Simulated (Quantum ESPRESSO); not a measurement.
# CeO2 (Fm-3m): modes at Γ and the response to a field, part 2 of 2

Which modes does CeO2 (Fm-3m) have at the zone centre?

Quantum ESPRESSO 7.5; DFT LDA, scalar-relativistic, plane waves, JTH PAW pseudopotentials.

So far. Step 2 (A probe with smearing): A gap of 2.0 eV opens on this mesh, so the crystal is taken as an insulator; the start stands at -2.2 GPa. Step 4 (Self-consistent run for the response): The cell stands at 0.052 GPa, close enough for phonons. The relaxed cell has a = 5.387 Å (conventional setting).

## 5. Linear response at Γ

At q = 0 one unit cell holds all displacements; symmetry groups them into irreducible representations that are solved one by one. The response to a field gives ε∞ and the Born charges, which polar modes need.

Input file ph.in:

```
phonons
&inputph
   prefix = 'x'
   outdir = './tmp'
   fildyn = 'g.dyn'
   tr2_ph = 1.0d-18
   epsil = .true.
/
0.000000000000 0.000000000000 0.000000000000
```

Command:

```bash
OMP_NUM_THREADS=1 mpirun -n 4 ph.x -nk 4 -in ph.in > ph.out
```

The program printed:

```text
[banners, grids, parts of the stress and lines that vanish by symmetry left out]
[banner, memory and clock lines left out]
Program PHONON v.7.5

     ./tmp/x.save/

     file Ce.upf: wavefunction(s)  6S 0P 5D 0D 0F renormalized
     file O.upf: wavefunction(s)  0S 2P 0P renormalized

     IMPORTANT: XC functional enforced from input :
     Exchange-correlation= PW
                           (   1   4   0   0   0   0   0)
     Any further DFT definition will be discarded
     Please, verify this is what you really want

     G-vector sticks info

     Reading collected, re-writing distributed wavefunctions in ./tmp/

     Number and degeneracy of irreps per q-point
       N         xq(1)         xq(2)         xq(3)   N irreps
       1   0.000000000   0.000000000   0.000000000       3
        3   3   3

     Calculation of q =    0.0000000   0.0000000   0.0000000

     phonons

     bravais-lattice index     =            0
     lattice parameter (alat)  =       7.1979  a.u.
     unit-cell volume          =     263.6987 (a.u.)^3
     number of atoms/cell      =            3
     number of atomic types    =            2
     kinetic-energy cut-off    =      50.0000  Ry
     charge density cut-off    =     250.0000  Ry
     convergence threshold     =      1.0E-18
     beta                      =       0.7000
     number of iterations used =            4
     Exchange-correlation= PW
                           (   1   4   0   0   0   0   0)

     celldm(1)=    7.19793  celldm(2)=    0.00000  celldm(3)=    0.00000
     celldm(4)=    0.00000  celldm(5)=    0.00000  celldm(6)=    0.00000

     crystal axes: (cart. coord. in units of alat)
               a(1) = (  0.0000  0.7071  0.7071 )
               a(2) = (  0.7071  0.0000  0.7071 )
               a(3) = (  0.7071  0.7071  0.0000 )

     reciprocal axes: (cart. coord. in units 2 pi/alat)
               b(1) = ( -0.7071  0.7071  0.7071 )
               b(2) = (  0.7071 -0.7071  0.7071 )
               b(3) = (  0.7071  0.7071 -0.7071 )

     Atoms inside the unit cell:

     Cartesian axes

     site n.  atom      mass           positions (alat units)
        1  Ce    140.1160   tau(    1) = (    0.00000    0.00000    0.00000  )
        2  O      15.9990   tau(    2) = (    0.35355    0.35355    0.35355  )
        3  O      15.9990   tau(    3) = (    1.06066    1.06066    1.06066  )

     Computing dynamical matrix for
                    q = (   0.0000000   0.0000000   0.0000000 )

     49 Sym.Ops. (with q -> -q+G )

     G cutoff =  328.0920  (  17573 G-vectors)     FFT grid: ( 40, 40, 40)
     G cutoff =  262.4736  (  12627 G-vectors)  smooth grid: ( 36, 36, 36)
     number of k points=    29
                       cart. coord. in units 2pi/alat
        k(    1) = (   0.0000000   0.0000000   0.0000000), wk =   0.0039062
        k(    2) = (   0.0883883   0.0883883  -0.0883883), wk =   0.0312500
        k(    3) = (   0.1767767   0.1767767  -0.1767767), wk =   0.0312500
        [... further k-points left out ...]

     PseudoPot. # 1 for Ce read from file:
     ./pseudo/Ce.upf
     Pseudo is Projector augmented-wave + core cor, Zval = 12.0
     Shape of augmentation charge: SINC**2
     Using radial grid of 1102 points,  8 beta functions with:
                l(1) =   0
                l(2) =   0
                l(3) =   1
                l(4) =   1
                l(5) =   2
                l(6) =   2
                l(7) =   3
                l(8) =   3
     Q(r) pseudized with 0 coefficients

     PseudoPot. # 2 for O  read from file:
     ./pseudo/O.upf
     Pseudo is Projector augmented-wave + core cor, Zval =  6.0
     Shape of augmentation charge: SINC**2
     Using radial grid of  943 points,  4 beta functions with:
                l(1) =   0
                l(2) =   0
                l(3) =   1
                l(4) =   1
     Q(r) pseudized with 0 coefficients

     Mode symmetry, O_h (m-3m)  point group:

     Electric field:
     Dielectric constant
     Born effective charges as d Force / d E

     Atomic displacements:
     There are    3 irreducible representations

     Representation     1      3 modes -  To be done

     Representation     2      3 modes -  To be done

     Representation     3      3 modes -  To be done

     Alpha used in Ewald sum =   2.4000

     Electric Fields Calculation

      iter #   1   av.it.:  11.3
      thresh= 1.000E-02 alpha_mix =  0.700 |ddv_scf|^2 =  3.762E-08

      iter #   2   av.it.:  18.1
      thresh= 1.940E-05 alpha_mix =  0.700 |ddv_scf|^2 =  6.386E-10

      iter #   3   av.it.:  18.4
      thresh= 2.527E-06 alpha_mix =  0.700 |ddv_scf|^2 =  3.793E-11

      iter #   4   av.it.:  18.2
      thresh= 6.158E-07 alpha_mix =  0.700 |ddv_scf|^2 =  3.586E-12

      iter #   5   av.it.:  18.0
      thresh= 1.894E-07 alpha_mix =  0.700 |ddv_scf|^2 =  4.556E-14

      iter #   6   av.it.:  17.8
      thresh= 2.134E-08 alpha_mix =  0.700 |ddv_scf|^2 =  1.764E-16

      iter #   7   av.it.:  18.6
      thresh= 1.328E-09 alpha_mix =  0.700 |ddv_scf|^2 =  9.546E-18

      iter #   8   av.it.:  18.7
      thresh= 3.090E-10 alpha_mix =  0.700 |ddv_scf|^2 =  7.010E-20

     End of electric fields calculation

          Dielectric constant in cartesian axis

          (       7.933018097       0.000000000      -0.000000000 )
          (      -0.000000000       7.933018097      -0.000000000 )
          (       0.000000000      -0.000000000       7.933018097 )

          Effective charges (d Force / dE) in cartesian axis without acoustic sum rule applied (asr)

           atom    1  Ce    Mean Z*:        5.76458
      Ex  (        5.76458       -0.00000        0.00000 )
      Ey  (       -0.00000        5.76458       -0.00000 )
      Ez  (        0.00000       -0.00000        5.76458 )
           atom    2  O     Mean Z*:       -2.88142
      Ex  (       -2.88142       -0.00000       -0.00000 )
      Ey  (       -0.00000       -2.88142        0.00000 )
      Ez  (       -0.00000        0.00000       -2.88142 )
           atom    3  O     Mean Z*:       -2.88142
      Ex  (       -2.88142       -0.00000        0.00000 )
      Ey  (       -0.00000       -2.88142        0.00000 )
      Ez  (        0.00000        0.00000       -2.88142 )

          Effective charges Sum: Mean:        0.00174
              0.00174       -0.00000        0.00000
             -0.00000        0.00174        0.00000
              0.00000        0.00000        0.00174

          Effective charges (d Force / dE) in cartesian axis with asr applied:
           atom    1  Ce    Mean Z*:        5.76400
      E*x (        5.76400       -0.00000        0.00000 )
      E*y (        0.00000        5.76400       -0.00000 )
      E*z (        0.00000       -0.00000        5.76400 )
           atom    2  O     Mean Z*:       -2.88200
      E*x (       -2.88200       -0.00000       -0.00000 )
      E*y (       -0.00000       -2.88200        0.00000 )
      E*z (       -0.00000        0.00000       -2.88200 )
           atom    3  O     Mean Z*:       -2.88200
      E*x (       -2.88200        0.00000        0.00000 )
      E*y (        0.00000       -2.88200        0.00000 )
      E*z (        0.00000        0.00000       -2.88200 )

     Representation #   1 modes #   1   2   3

     Self-consistent Calculation

      iter #   1   av.it.:  11.3
      thresh= 1.000E-02 alpha_mix =  0.700 |ddv_scf|^2 =  9.302E-07

      iter #   2   av.it.:  18.1
      thresh= 9.645E-05 alpha_mix =  0.700 |ddv_scf|^2 =  4.127E-08

      iter #   3   av.it.:  18.0
      thresh= 2.031E-05 alpha_mix =  0.700 |ddv_scf|^2 =  2.388E-11

      iter #   4   av.it.:  18.4
      thresh= 4.887E-07 alpha_mix =  0.700 |ddv_scf|^2 =  4.641E-13

      iter #   5   av.it.:  18.3
      thresh= 6.813E-08 alpha_mix =  0.700 |ddv_scf|^2 =  3.463E-15

      iter #   6   av.it.:  18.5
      thresh= 5.885E-09 alpha_mix =  0.700 |ddv_scf|^2 =  8.523E-18

[...]
End of self-consistent calculation

     Convergence has been achieved

     Representation #   2 modes #   4   5   6

     Self-consistent Calculation

[...]
End of self-consistent calculation

     Convergence has been achieved

     Representation #   3 modes #   7   8   9

     Self-consistent Calculation

[...]
iter #   2   av.it.:  18.9
      thresh= 9.090E-05 alpha_mix =  0.700 |ddv_scf|^2 =  1.046E-07

      iter #   3   av.it.:  18.4
      thresh= 3.234E-05 alpha_mix =  0.700 |ddv_scf|^2 =  1.639E-11

      iter #   4   av.it.:  18.6
      thresh= 4.049E-07 alpha_mix =  0.700 |ddv_scf|^2 =  5.305E-13

      iter #   5   av.it.:  18.7
      thresh= 7.284E-08 alpha_mix =  0.700 |ddv_scf|^2 =  1.410E-14

      iter #   6   av.it.:  18.1
      thresh= 1.188E-08 alpha_mix =  0.700 |ddv_scf|^2 =  7.862E-17

      iter #   7   av.it.:  17.9
      thresh= 8.867E-10 alpha_mix =  0.700 |ddv_scf|^2 =  5.317E-18

      iter #   8   av.it.:  18.7
      thresh= 2.306E-10 alpha_mix =  0.700 |ddv_scf|^2 =  2.656E-21

     End of self-consistent calculation

     Convergence has been achieved

     Number of q in the star =    1
     List of q in the star:
          1   0.000000000   0.000000000   0.000000000

          Dielectric constant in cartesian axis

          (       7.933018097       0.000000000      -0.000000000 )
          (      -0.000000000       7.933018097      -0.000000000 )
          (       0.000000000      -0.000000000       7.933018097 )

          Effective charges (d Force / dE) in cartesian axis without acoustic sum rule applied (asr)

           atom    1  Ce    Mean Z*:        5.76458
      Ex  (        5.76458       -0.00000        0.00000 )
      Ey  (       -0.00000        5.76458       -0.00000 )
      Ez  (        0.00000       -0.00000        5.76458 )
           atom    2  O     Mean Z*:       -2.88142
      Ex  (       -2.88142       -0.00000       -0.00000 )
      Ey  (       -0.00000       -2.88142        0.00000 )
      Ez  (       -0.00000        0.00000       -2.88142 )
           atom    3  O     Mean Z*:       -2.88142
      Ex  (       -2.88142       -0.00000        0.00000 )
      Ey  (       -0.00000       -2.88142        0.00000 )
      Ez  (        0.00000        0.00000       -2.88142 )

          Effective charges Sum: Mean:        0.00174
              0.00174       -0.00000        0.00000
             -0.00000        0.00174        0.00000
              0.00000        0.00000        0.00174

          Effective charges (d Force / dE) in cartesian axis with asr applied:
           atom    1  Ce    Mean Z*:        5.76400
      E*x (        5.76400       -0.00000        0.00000 )
      E*y (        0.00000        5.76400       -0.00000 )
      E*z (        0.00000       -0.00000        5.76400 )
           atom    2  O     Mean Z*:       -2.88200
      E*x (       -2.88200       -0.00000       -0.00000 )
      E*y (       -0.00000       -2.88200        0.00000 )
      E*z (       -0.00000        0.00000       -2.88200 )
           atom    3  O     Mean Z*:       -2.88200
      E*x (       -2.88200        0.00000        0.00000 )
      E*y (        0.00000       -2.88200        0.00000 )
      E*z (        0.00000        0.00000       -2.88200 )

     Diagonalizing the dynamical matrix

     q = (    0.000000000   0.000000000   0.000000000 )

 **************************************************************************
     freq (    1) =       0.011554 [THz] =       0.385409 [cm-1]
     freq (    2) =       0.011554 [THz] =       0.385409 [cm-1]
     freq (    3) =       0.011554 [THz] =       0.385409 [cm-1]
     freq (    4) =       9.005318 [THz] =     300.385078 [cm-1]
     freq (    5) =       9.005318 [THz] =     300.385078 [cm-1]
     freq (    6) =       9.005318 [THz] =     300.385078 [cm-1]
     freq (    7) =      13.338828 [THz] =     444.935397 [cm-1]
     freq (    8) =      13.338828 [THz] =     444.935397 [cm-1]
     freq (    9) =      13.338828 [THz] =     444.935397 [cm-1]
 **************************************************************************

     Mode symmetry, O_h (m-3m)  point group:

     freq (   1-   3) =          0.4  [cm-1]   --> T_1u G_15  G_4- I
     freq (   4-   6) =        300.4  [cm-1]   --> T_1u G_15  G_4- I
     freq (   7-   9) =        444.9  [cm-1]   --> T_2g G_25' G_5+ R
```

Run time: 2.9 min. Hardware: 4 MPI ranks of Arm Neoverse V2, shared host.

This step gave:

```
miss of the charge sum rule                                       : 0.001740 e
largest acoustic frequency at the zone centre before the sum rule : 0.39 cm⁻¹
highest optical zone-centre mode (no LO-TO term)                  : 444.9 cm⁻¹
lowest optical zone-centre mode                                   : 300.4 cm⁻¹
mean high-frequency dielectric constant                           : 7.933
largest Born charge in size (third of the trace)                  : 5.765 e
```

Born charge (rows field, columns displacement), before the sum rule (e), principal values of the symmetric part by kind of site:

```tsv
atom	atoms with these values	low	middle	high	mean
Ce1	1	5.76	5.76	5.76	5.76
O2	2	-2.88	-2.88	-2.88	-2.88
```

In full for Ce1:

```
5.76 0.00 0.00
0.00 5.76 0.00
0.00 0.00 5.76
```

High-frequency dielectric tensor:

```
7.93 0.00 0.00
0.00 7.93 0.00
0.00 0.00 7.93
```

The acoustic modes at Γ come out as far as 0.4 cm⁻¹ from zero, where they should vanish, a small numerical error; the Born charges miss their sum rule by 0.0017 e, which is good.

## 6. Modes with the sum rule

A rigid shift of the crystal must cost nothing, but grids and finite bases break this; the acoustic sum rule is imposed before the matrix is diagonalised again. With Born charges the intensities follow, and the static dielectric tensor.

Input file dynmat.in:

```
&input
   fildyn = 'g.dyn'
   asr = 'simple'
   fileig = 'dynmat.eig'
   lperm = .true.
/
```

Command:

```bash
dynmat.x -in dynmat.in > dynmat.out
```

The program printed:

```text
[banner, memory and clock lines left out]
Program DYNMAT v.7.5

     Reading Dynamical Matrix from file g.dyn
     ...Force constants read
     ...epsilon and Z* read
     A direction for q was not specified:TO-LO splitting will be absent

     Polarizability (A^3 units)
     multiply by 0.302023 for Clausius-Mossotti correction
        21.558765   -0.000000    0.000000
         0.000000   21.558765   -0.000000
        -0.000000   -0.000000   21.558765

     IR activities are in (D/A)^2/amu units

# mode   [cm-1]    [THz]      IR
    1      0.00    0.0000    0.0000
    2      0.00    0.0000    0.0000
    3      0.00    0.0000    0.0000
    4    300.39    9.0055   29.4254
    5    300.39    9.0055   29.4254
    6    300.39    9.0055   29.4254
    7    444.94   13.3390    0.0000
    8    444.94   13.3390    0.0000
    9    444.94   13.3390    0.0000

Electronic dielectric permittivity tensor (relative, adimensional)
         7.933018   -0.000000    0.000000
         0.000000    7.933018   -0.000000
        -0.000000   -0.000000    7.933018

 ... with zone-center polar mode contributions
        25.731645   -0.000000   -0.000000
        -0.000000   25.731645    0.000000
        -0.000000    0.000000   25.731645

[end of the log left out, with the tail of the file of modes that dynmat.x writes under the same name]
```

It took 0.45 s on 1 thread.

Read from the output:

* mean static dielectric constant: 25.73

Unit eigenvectors of the mass-weighted matrix after the sum rule; no LO-TO term. The modes at Γ (shares of kinetic energy by element, %):

```tsv
mode	frequency (cm⁻¹)	symmetry	Ce %	O %
1	0.0	acoustic	81	19
2	0.0	acoustic	81	19
3	0.0	acoustic	81	19
4	300.4	T1u	19	81
5	300.4	T1u	19	81
6	300.4	T1u	19	81
7	444.9	T2g	0	100
8	444.9	T2g	0	100
9	444.9	T2g	0	100
```

Displacements in mode 6 (300.4 cm⁻¹), the largest set to 1:
```
Ce1 -0.23 -0.08  0.00
O2   1.00  0.34  0.00
O3   1.00  0.34  0.00
```

Displacements in mode 8 (444.9 cm⁻¹), the largest set to 1:
```
Ce1  0.00  0.00  0.00
O2   1.00  0.11  0.00
O3  -1.00 -0.11  0.00
```

Degenerate modes summed, no LO-TO term. Lines of the infrared spectrum (strongest = 100):

```tsv
position (cm⁻¹)	lines merged	label	IR intensity, relative
300	3	T1u	100
445	3	T2g	0.0
```

Static dielectric tensor (ions relaxed, fixed cell):

```
25.73  0.00  0.00
 0.00 25.73  0.00
 0.00  0.00 25.73
```

The rule moves no optical mode by more than 0.1 cm⁻¹.

## 7. The LO-TO splitting (1 0 0)

A longitudinal polar mode sets up a macroscopic field that stiffens it; the term hangs on the direction from which q goes to zero.

Input file dynmat.in:

```
&input
   fildyn = 'g.dyn'
   asr = 'simple'
   fileig = 'dynmat.eig'
   q(1) = 1.0
   q(2) = 0.0
   q(3) = 0.0
/
```

Command:

```bash
dynmat.x -in dynmat.in > dynmat.out
```

The program printed:

```text
[banner, memory and clock lines left out]
Program DYNMAT v.7.5

     Reading Dynamical Matrix from file g.dyn
     ...Force constants read
     ...epsilon and Z* read

     Polarizability (A^3 units)
     multiply by 0.302023 for Clausius-Mossotti correction
        21.558765   -0.000000    0.000000
         0.000000   21.558765   -0.000000
        -0.000000   -0.000000   21.558765

     IR activities are in (D/A)^2/amu units

# mode   [cm-1]    [THz]      IR
    1     -0.00   -0.0000    0.0000
    2      0.00    0.0000    0.0000
    3      0.00    0.0000    0.0000
    4    300.39    9.0055   29.4254
    5    300.39    9.0055   29.4254
    6    444.94   13.3390    0.0000
    7    444.94   13.3390    0.0000
    8    444.94   13.3390    0.0000
    9    541.01   16.2190   29.4254

[end of the log left out, with the tail of the file of modes that dynmat.x writes under the same name]
```

Run time: 0.45 s. Hardware: 1 thread.

Numbers from this step:

* highest mode moved by the LO-TO term: 541.0 cm⁻¹

Zone-centre frequencies as printed; negative means imaginary. Modes:

```tsv
mode	frequency (cm⁻¹)
1	0
2	0
3	0
4	300.4
5	300.4
6	444.9
7	444.9
8	444.9
9	541
```

The field moves one mode, from 300 to 541 cm⁻¹; the others stay.

## 8. Outcome

```yaml
space_group_after_relaxation: Fm-3m
volume_per_atom: 13.0 Å³
gap_on_the_k_mesh: 1.94 eV
highest_optical_zone_centre_mode_no_lo_to_term: 444.9 cm⁻¹
lowest_optical_zone_centre_mode: 300.4 cm⁻¹
highest_mode_moved_by_the_lo_to_term: 541.0 cm⁻¹
mean_high_frequency_dielectric_constant: 7.93
largest_born_charge_in_size_third_of_the_trace: 5.76 e
mean_static_dielectric_constant: 25.7
imaginary_optical_modes_at_the_zone_centre_no_q_mesh_in_this_session: none
```

**Reading.** At the LDA level the optical modes of CeO2 (Fm-3m) at the zone centre (no LO-TO term) run from 300 to 445 cm⁻¹. Along the directions run, the highest mode that the macroscopic field moves lies at 541 cm⁻¹. Lattice motion raises the mean dielectric constant from 7.933 to 25.73. Of the 6 optical modes, 3 are infrared active alone and 3 are Raman active alone; inversion symmetry keeps the two sets apart. Left out of this account: PBE with JTH PAW, since it is gradient-corrected and no frozen-mode check or second program bears its response out. What is said of the levels holds for those shown. These are harmonic frequencies at zero temperature: anharmonic shifts and linewidths and thermal expansion are left out. Spin-orbit coupling is left out, which can matter for the heavy elements here.

Comparison with the measured values:

| quantity | measured | LDA JTH, Quantum ESPRESSO |
| --- | --- | --- |
| lattice constant a (Å) | 5.41168 | 5.387 (-0.5 %) |
| Raman mode, F2g (cm⁻¹) | 465 | 445 (-4.3 %) |

Measured values from pmc:5294393 (2017) and arxiv:1205.3334 (2012).

**Verdict.** The lattice constant a is off by -0.5 %: good agreement. The Raman mode is off by -4.3 %: fair agreement. The grades are ours: good and fair within 0.7 and 1.5 % for the lattice constant a and 3 and 7 % for the Raman mode. For lattice constants and Raman mode the calculation has a static lattice, without zero-point motion or thermal expansion (measured at up to 300 K).

[Host names and launcher messages were left out of these logs when they were recorded.]

[Logs are printed without paths, hosts, clocks, repeated set-up lines and the standing remarks that a program may print on its own settings, such as how far it seeks lower states.]

[Hosts, paths, dates, database ids (printed as entryN), source tags and the programs' standing remarks are cut or masked in the printed files.]
